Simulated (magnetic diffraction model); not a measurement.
**Solving a magnetic structure from powder neutron data: Lu3CrHg2S8**

Space group R-3m (no. 166), a = 8.0510 Å, c = 18.9820 Å.

```csv
site,atom,x,y,z
6c,Hg,1/3,2/3,0.2939
9d,Lu,1/3,1/6,1/6
3a,Cr,0,0,0
18h,S,0.1532,0.8468,0.0778
6c,S,1/3,2/3,0.9112
```

The compound is invented for this exercise: a known structure type with other elements, its cell scaled to their sizes and not relaxed.

Only Cr is taken to order (form factors of Cr3+); orders and moment sizes are assumed, and not adapted to the symmetry. Radiation: neutrons of λ = 2.52 Å, 8° to 55°; isotropic B of 0.21 Å² (Hg), 0.18 Å² (Lu), 0.34 Å² (Cr) and 0.31 Å² (S). The intensities are simulated: I ∝ L Σ (|F_N|² + |F_M⊥|²) for unpolarised neutrons, with F_M = 2.695 fm/μB × Σ f(s) S exp(2πi Q·r) exp(−B s²) at Q = H ± k (one set where k and −k are equivalent), only the part normal to Q counting and L = 1/(sin²θ cos θ). For collinear order S is the moment m, which repeats by lattice and centring translations R with the sign exp(−2πi k·R). Form factors are spin-only for 3d ions and dipole or tabulated for f ions, scattering lengths are Sears's of 1992, and absorption is left out. A label names one of the reflections at its angle. The strongest nuclear line in the range is 100, and lines under 0.2 are left out.

Above the ordering temperature:

| 2θ (°) | index | I |
| --- | --- | --- |
| 22.20 | (1 0 1) | 4.5 |
| 22.97 | (0 0 3) | 0.2 |
| 25.92 | (0 1 2) | 2.8 |
| 36.48 | (1 1 0) | 42.0 |
| 37.47 | (1 0 4) | 67.0 |
| 43.12 | (0 2 1) | 82.1 |
| 43.55 | (1 1 3) | 100.0 |
| 44.41 | (0 1 5) | 45.5 |
| 45.29 | (2 0 2) | 0.3 |
| 46.94 | (0 0 6) | 0.5 |
| 53.29 | (0 2 4) | 21.1 |

Below it (cell unchanged):

| 2θ (°) | I |
| --- | --- |
| 12.88 | 3.4 |
| 18.01 | 4.9 |
| 18.48 | 3.3 |
| 22.20 | 4.5 |
| 22.97 | 0.2 |
| 25.92 | 2.8 |
| 28.73 | 3.6 |
| 29.34 | 1.6 |
| 31.46 | 1.3 |
| 31.74 | 1.6 |
| 36.48 | 42.0 |
| 37.47 | 67.0 |
| 38.84 | 1.6 |
| 39.31 | 1.1 |
| 40.24 | 0.3 |
| 41.19 | 1.4 |
| 41.87 | 1.1 |
| 43.12 | 82.1 |
| 43.55 | 100.0 |
| 44.41 | 45.5 |
| 45.29 | 0.3 |
| 46.94 | 0.5 |
| 47.08 | 0.8 |
| 48.92 | 0.9 |
| 49.12 | 1.0 |
| 49.70 | 0.5 |
| 50.67 | 0.2 |
| 53.29 | 21.1 |
| 54.34 | 0.3 |
| 54.70 | 1.1 |

**Question.** Check that the new lines index with k = (1/2 1/2 0), then choose among these models:
A. collinear moments along [101], 2.64 μB on Cr
B. collinear moments along [120], 2.64 μB on Cr
C. collinear moments along [001], 2.64 μB on Cr

The new lines index as (1/2 -1/2 1) at 12.88°, (1/2 1/2 0) at 18.01°, (-1/2 1/2 2) at 18.48° and (-1/2 3/2 1) at 28.73°, that is as H ± k with k = (1/2 1/2 0), one of 3 inequivalent arms of its star (k and −k counted as one), which a powder can't tell apart. Half indices mean that the moments reverse under translations with k·R a half-integer, and the magnetic cell has twice the primitive volume.

Magnetic intensity, observed (below minus above) and for each model:

| 2θ (°) | index | observed | A | B | C |
| --- | --- | --- | --- | --- | --- |
| 12.88 | (1/2 -1/2 1) | 3.4 | 3.4 | 8.7 | 6.7 |
| 18.01 | (1/2 1/2 0) | 4.9 | 4.9 | 1.3 | 5.1 |
| 18.48 | (-1/2 1/2 2) | 3.3 | 3.3 | 4.5 | 1.5 |
| 28.73 | (-1/2 3/2 1) | 3.6 | 3.6 | 2.1 | 3.4 |
| 29.34 | (1/2 1/2 3) | 1.6 | 1.6 | 2.5 | 1.3 |
| 32.58 | (1/2 -1/2 4) | <0.2 | <0.2 | 1.3 | <0.2 |
| 38.84 | (3/2 1/2 1) | 1.6 | 1.6 | 0.6 | 1.7 |
| 48.29 | (3/2 -1/2 5) | <0.2 | <0.2 | 0.8 | 0.3 |

Model A matches.

The structure used: k = (1/2 1/2 0), collinear moments along [101], 2.64 μB on Cr.

[Logs are printed without paths, hosts, clocks, repeated set-up lines and the standing remarks that a program may print on its own settings, such as how far it seeks lower states.]
